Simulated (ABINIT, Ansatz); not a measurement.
# Lattice dynamics of Hf (Im-3m) in two programs, part 4 of 4

How does Hf (Im-3m) vibrate, and is this structure a minimum?

ABINIT 10.8.3; DFT LDA, scalar-relativistic, plane waves, PseudoDojo norm-conserving pseudopotentials.

So far, highest frequency (cm⁻¹): step 9 (interpolated phonon bands) 137. Also lowest frequency on the path (cm⁻¹): step 9 -82.5.

This is not the structure that Hf takes at ambient pressure and room temperature (hexagonal, No. 194); it is a model or a phase of other conditions.

### 11. A second program

A second program on the same cell, potentials, cutoff and meshes tests the implementation of the phonon response, not its convergence.

This step: DFT LDA, scalar-relativistic, plane waves, PseudoDojo norm-conserving pseudopotentials (Ansatz 0.2.0).

input.yaml reads:

```yaml
crystal:
  lattice:
    - [1.7136631215, 1.7136631215, 1.7136631215]
    - [-1.7136631215, 1.7136631215, 1.7136631215]
    - [-1.7136631215, -1.7136631215, 1.7136631215]
  atoms:
    - { symbol: Hf, position: [0.0, 0.0, 0.0] }
kpoints:
  mp_grid: { grid: [12, 12, 12] }
hamiltonian:
  xc: lda
  pseudopotentials: { kind: nc, accuracy: standard }
scf:
  occupations: { method: methfessel_paxton, width: 0.27211 }
output:
  eigenvalues: true
basis:
  ecutwfc: 680.285
phonons:
  method: dfpt
  qmesh: [4, 4, 4]
  temperatures: { t_max: 1000, t_step: 50 }
  qpath:
    path:
      - [[0.0, 0.0, 0.0], [0.5, 0.5, -0.5], [0.5, 0.0, -0.5], [0.0, 0.0, 0.0], [0.75, 0.25, -0.25], [0.5, 0.5, -0.5]]
      - [[0.75, 0.25, -0.25], [0.5, 0.0, -0.5]]
    npoints: 10
```

On the command line:

```sh
> ansatz run input.yaml --threads 4 --pin off --max-ram 8192MiB --backend cpu --events-out ev --progress --plain --runs-dir out
```

Log:

```text
Warning: basis.ecutwfc = 680.285 eV is below the records' recommended 789.130201 eV, and the density's cutoff is lower with it unless basis.ecutrho_ratio is high enough to keep the records' density cutoff: compare with a run at a higher cutoff
Engine: ansatz 0.2.0, aarch64-unknown-linux-gnu
Pseudopotentials: kind: nc
Pseudopotential: Hf, nc, valence charge 12, recommended cutoff 789.130201 eV (normal), Hf.nc.azcp (PseudoDojo's, or run here from an input of PseudoDojo's; its table is named by hamiltonian.pseudopotentials.accuracy)
Functional definition: SPW92
  exchange = slater_x
  correlation = pw_c
Crystal: 1 atoms, lattice volume = 20.130 Å³
Basis set: ecut = 680.285 eV, 791 PW (Γ), exchange–correlation on 54×54×54 points (8 copies of the dense FFT grid, shifted against one another)
Bands: 10, of which v1, the nominal top of the filled ones, is band 6 counted from 1 (5 counted from 0)
Symmetry: 48 space group operations
k-points: 72 of 1728
Non-local potential: Hf, projectors of the file, l = 0: 2, l = 1: 2, l = 2: 2, l = 3: 2
Initial density: superposition of atomic densities (chi_scale 0.1, normalization cell)
Initial wavefunctions: pseudopotential atomic-orbital guess
Functional: x = slater, c = lda
SCF iter   1: F=—  HF=-1535.916663 eV  |F-HF|=—  |Δ(HF+E_count)|=         —  Δρ=2.38e-2  dr2=1.45e-1  ethr=3.10e-3  ⟨swp⟩=6.2  Hψ=4985  notcnv=0
preconditioner: auto → none  [metal: Δε(μ)=0.010 eV  Ē_g=6.448 eV  σ=0.272 eV  W_gap=0.03  n_scr=0 (ndim 8)  ℏωp=16.6 eV  f_vac=0.000  D(μ)=1.53/eV (n_scr^D=18)]
SCF iter   2: F=—  HF=-1535.858399 eV  |F-HF|=—  |Δ(HF+E_count)|=   5.83e-2  S|Δr|=    0.00e0  Δρ=7.88e-3  dr2=1.07e-2  ethr=1.21e-3  ⟨swp⟩=2.3  Hψ=1565  notcnv=0
SCF iter   3: F=—  HF=-1535.855625 eV  |F-HF|=—  |Δ(HF+E_count)|=   2.77e-3  S|Δr|=    0.00e0  Δρ=2.06e-3  dr2=3.43e-4  ethr=8.93e-5  ⟨swp⟩=2.7  Hψ=1109  notcnv=0
SCF iter   4: F=—  HF=-1535.855626 eV  |F-HF|=—  |Δ(HF+E_count)|=   1.17e-6  S|Δr|=    0.00e0  Δρ=1.09e-4  dr2=7.41e-7  ethr=2.86e-6  ⟨swp⟩=2.0  Hψ=902  notcnv=0
SCF iter   5: F=—  HF=-1535.855628 eV  |F-HF|=—  |Δ(HF+E_count)|=   2.03e-6  S|Δr|=    0.00e0  Δρ=1.00e-5  dr2=1.12e-8  ethr=6.18e-9  ⟨swp⟩=3.3  Hψ=1519  notcnv=0
SCF iter   6: F=—  HF=-1535.855628 eV  |F-HF|=—  |Δ(HF+E_count)|=  6.63e-10  S|Δr|=    0.00e0  Δρ=1.03e-6  dr2=2.28e-10  ethr=9.37e-11  ⟨swp⟩=2.7  Hψ=1296  notcnv=0
SCF iter   7: F=-1535.855628 eV  HF=-1535.855628 eV  |F-HF|=1.59e-12  |Δ(HF+E_count)|=  1.13e-10  S|Δr|=    0.00e0  Δρ=9.54e-8  dr2=1.82e-12  ethr=1.00e-12  ⟨swp⟩=11.6  Hψ=5367  notcnv=0
SCF 1 converged in 7 iterations: F = -1535.855628 eV  dr2 = 1.82e-12
NSCF: frozen V_eff on 72 k-points
WARN: eigensolver did not converge in 2 slots of this pass, the one above among them; of largest residual over every band (k=39): 1 band(s) unlocked (lowest unlocked band 9, counted from 0; max residual 2.65e-5 eV among the unlocked bands, 2.65e-5 eV over every band); of lowest unlocked band (k=39): band 9
NSCF: frozen V_eff on 163 k-points
DFPT response loops at q = (0, 0, 0) (fractional): preconditioner auto → Kerker (q_TF=auto, 2.503 Å⁻¹) (partly filled bands, converged f_vac=0.000); β = 1.00, the filter's whole step (`scf.mixing.beta` (0.50) is not read by the response loops under this deck's `scf.mixing.preconditioner`; to damp them name `kerker` or `kerker_dos`, under which they read `scf.mixing.beta`, and type it under 1.00, their step now; both keys bind the ground state too); Broyden in place of MSR1
NSCF: frozen V_eff on 1872 k-points
DFPT response loops at q = (0, 0, 0.25) (fractional): mixed as the last ones told, above
NSCF: frozen V_eff on 952 k-points
DFPT response loops at q = (0, 0, -0.5) (fractional): mixed as the last ones told, above
NSCF: frozen V_eff on 3456 k-points
DFPT response loops at q = (0, 0.25, -0.5) (fractional): mixed as the last ones told, above
NSCF: frozen V_eff on 1020 k-points
DFPT response loops at q = (0.25, 0.25, 0.25) (fractional): mixed as the last ones told, above
NSCF: frozen V_eff on 1872 k-points
DFPT response loops at q = (0.25, 0.25, -0.5) (fractional): mixed as the last ones told, above
NSCF: frozen V_eff on 524 k-points
DFPT response loops at q = (0.25, -0.25, 0.25) (fractional): mixed as the last ones told, above
NSCF: frozen V_eff on 326 k-points
DFPT response loops at q = (-0.5, -0.5, -0.5) (fractional): mixed as the last ones told, above
SCF converged after 7 iterations
Stability not checked: this state was not tested for a lower state beside it, because cold or Methfessel-Paxton smearing, or corrected tetrahedra, fill the levels in a way that the test cannot read (fill_not_monotonic; see scf.lower_state_search)
Free energy (F): -1535.855628 eV
Harris-Foulkes:  -1535.855628 eV  (|F-HF|=1.59e-12)
Internal energy: -1535.856599 eV  (E = F + TS)
E sigma→0 (E₀):  -1535.855871 eV
Entropy (-TS):   0.000971 eV (0.971 meV/atom)
Fermi energy:    15.687893 eV
--- Per-component energies (eV) ---
  E_band       = -120.634086
  E_kinetic    = 398.137628
  E_local      = -695.194558  (includes V_loc(G=0)·N_el)
  E_nonlocal   = 69.054646
  E_hartree    = 178.838914
  E_xc         = -385.816312
  E_vxc        = -250.309663  (∫ρ·V_xc dr)
  E_ewald      = -1100.876917
  E_smearing   = 0.000971  (= −TS)
  E_closure    = -0.000000  (closes the sum)
  Σ components = -1535.855628   (vs F -1535.855628, Δ=0.00e0)
--- Band table (eV; the first three rows and the last of 72) ---
  k-point 0: bands = ["-45.5150", "-13.6465", "-13.6465", "-13.6465", "8.3811", "17.2484", "17.2484", "17.2484", "20.3642", "20.3642"]
  k-point 1: bands = ["-45.5077", "-13.7324", "-13.6726", "-13.6472", "8.6724", "17.0459", "17.1687", "17.5399", "20.0456", "20.3613"]
  k-point 2: bands = ["-45.4878", "-13.9602", "-13.7428", "-13.6491", "9.4789", "16.5453", "16.8000", "18.3951", "19.6842", "20.3936"]
  k-point 71: bands = ["-45.3241", "-14.4542", "-14.4542", "-14.4542", "12.6702", "12.6702", "23.2741", "23.2741", "23.2741", "23.8789"]
--- Phonons (Γ-DFPT): 1 representative perturbation + reference (Σ response iterations 2) ---
  ASR residual: 2.405e-4 → 0.000e0 eV/Å²; symmetrization residual: 1.068e-19 eV/Å²
  ASR residual per site (eV/Å²): 2.41e-4
  Γ frequencies (cm⁻¹): 0.00 0.00 0.00
--- Phonons (arbitrary-q DFPT): 8 irreducible q on the 4×4×4 mesh ---
  q = [0.0000, 0.0000, 0.0000] (star 1, of the zone-centre solve; hermiticity 5.25e-26, symmetrization 4.51e-16): -0.00 -0.00 -0.00
  q = [0.0000, 0.0000, 0.2500] (star 12, 2 solved perturbations in 1446 linear systems a pass and spin channel, the states on 936 of 1728 k-point pairs; hermiticity 1.03e-13, symmetrization 9.54e-14, the responses' own estimated error 3.6e-4 eV/Å²): -44.54 53.70 98.69
  q = [0.0000, 0.0000, -0.5000] (star 6, 2 solved perturbations in 756 linear systems a pass and spin channel, the states on 476 of 1728 k-point pairs; hermiticity 8.19e-14, symmetrization 6.33e-14, the responses' own estimated error 3.7e-4 eV/Å²): -81.06 87.75 88.73
  q = [0.0000, 0.2500, -0.5000] (star 24, 2 solved perturbations in 2664 linear systems a pass and spin channel, the states on 1728 of 1728 k-point pairs; hermiticity 5.02e-6, symmetrization 8.58e-14, the responses' own estimated error 3.3e-4 eV/Å²): -50.85 54.65 110.07
  q = [0.2500, 0.2500, 0.2500] (star 6, 2 solved perturbations in 804 linear systems a pass and spin channel, the states on 510 of 1728 k-point pairs; hermiticity 5.44e-14, symmetrization 2.87e-14, the responses' own estimated error 3.9e-4 eV/Å²): 71.26 90.22 90.22
  q = [0.2500, 0.2500, -0.5000] (star 12, 2 solved perturbations in 1446 linear systems a pass and spin channel, the states on 936 of 1728 k-point pairs; hermiticity 4.32e-14, symmetrization 3.54e-14, the responses' own estimated error 4.0e-4 eV/Å²): 98.34 116.93 117.59
  q = [0.2500, -0.2500, 0.2500] (star 2, 1 solved perturbation on 262 of 1728 k-point pairs; hermiticity 9.99e-14, symmetrization 1.94e-12, the responses' own estimated error 3.5e-4 eV/Å²): -36.62 -36.62 -36.62
  q = [-0.5000, -0.5000, -0.5000] (star 1, 1 solved perturbation on 163 of 1728 k-point pairs; hermiticity 3.30e-14, symmetrization 1.63e-13, the responses' own estimated error 3.3e-4 eV/Å²): 136.58 136.58 136.58
  sum rule: each row above includes the acoustic sum rule's correction from the zone centre's row sums; it moved no ω² by more than (0.61 cm⁻¹)²
  mesh force constants: q→R imaginary residual 0.00e0; ASR residual 2.405e-4 → 0.000e0 eV/Å²; symmetrization residual 1.362e-15 eV/Å²
  interpolated dispersion: 62 rows × 3 modes
  density of states and harmonic sums: on the 28×28×28 q-mesh, interpolated from the force constants of a 4×4×4 supercell (no non-analytic term)
  largest difference from the sums on the solved wave vectors: F 4.31e-2 eV, S 5.40e-5 and C_V 1.12e-5 eV/K
  zero-point energy: 0.012429 eV/cell   skipped modes (ω ≤ 0): 412, of them read as no rigid motion or as one in doubt: 409 (6.691e-1 modes/cell left out, lowest -82.36 cm⁻¹)   left out of the sums: 2.23e-1 of the cell's modes: C_V's classical limit lies that fraction below 3 k_B per atom; for a crystal, a wire or a layer, F and S can be off by more, and a phonons.interpolated_qmesh denser along its periods is the remedy for the sampling
```

Wall time 42 s (4 threads of Arm Neoverse V1, shared host); peak memory 1.7 GiB; 2.7 min of CPU time.

Read from the output:

```yaml
sum_rule_residual_before_enforcement: 2.41e-4 eV/Å²
share_of_modes_beyond_3i_cm_minus1_on_the_dense_interpolated_mesh: 0.2194
lowest_mode_on_the_q_mesh_acoustic_ones_at_the_zone_centre_apart: -81.06 cm⁻¹
```

### 12. Side by side: ABINIT PseudoDojo and Ansatz, PseudoDojo

Worked out from the results:

- root-mean-square difference: 0.02 cm⁻¹
- largest difference: 0.05 cm⁻¹
- root-mean-square difference on the path: 0 cm⁻¹
- largest difference on the path: 0.2 cm⁻¹

The interpolated bands of the two lie on top of each other.

At the solved wavevectors the largest difference (acoustic modes at Γ apart) is 0.04 % of the highest mode.

### 13. Summary of results

```yaml
space_group_after_relaxation: Im-3m
volume_per_atom: 20.1 Å³
q_mesh: 4×4×4
lowest_mode_on_the_q_mesh_acoustic_ones_at_the_zone_centre_apart: -81.0 cm⁻¹
imaginary_modes_on_the_q_mesh: yes
largest_difference_from_ansatz_pseudodojo: 0.05 cm⁻¹
```

In words: Hf (Im-3m) is unstable: a mode solved on the 4×4×4 mesh is imaginary, 81i cm⁻¹; its spectrum reaches 137 cm⁻¹. The base run prints -0.56 GPa, mostly the error of a finite basis; the relaxation, with a smoothed and higher cutoff, had brought the cell to rest. The most unstable solved mode lies at q = (0.5, 0, 0), on the zone boundary, so the distortion that it points to doubles the cell. ABINIT PseudoDojo and Ansatz, PseudoDojo agree to 0.05 cm⁻¹ (0.04 % of the highest mode compared) on all solved modes but the acoustic ones at Γ. These are harmonic frequencies at zero temperature: anharmonic shifts and linewidths and thermal expansion are left out. Spin-orbit coupling is left out, which can matter for the heavy elements here. In a metal the frequencies hang on the k mesh and the smearing, most of all near Kohn anomalies. Ansatz warns that the cutoff lies 14 % under the one recommended for these files; agreement at one cutoff is not convergence. The relaxed cell is 14 % smaller in volume than the measured one, and all results belong to that cell.

[Host names and launcher messages were left out of these logs when they were recorded.]

[Logs are printed without paths, hosts, clocks, repeated set-up lines and the standing remarks that a program may print on its own settings, such as how far it seeks lower states.]

[Hosts, paths, dates, database ids (printed as entryN), source tags and the programs' standing remarks are cut or masked in the printed files.]
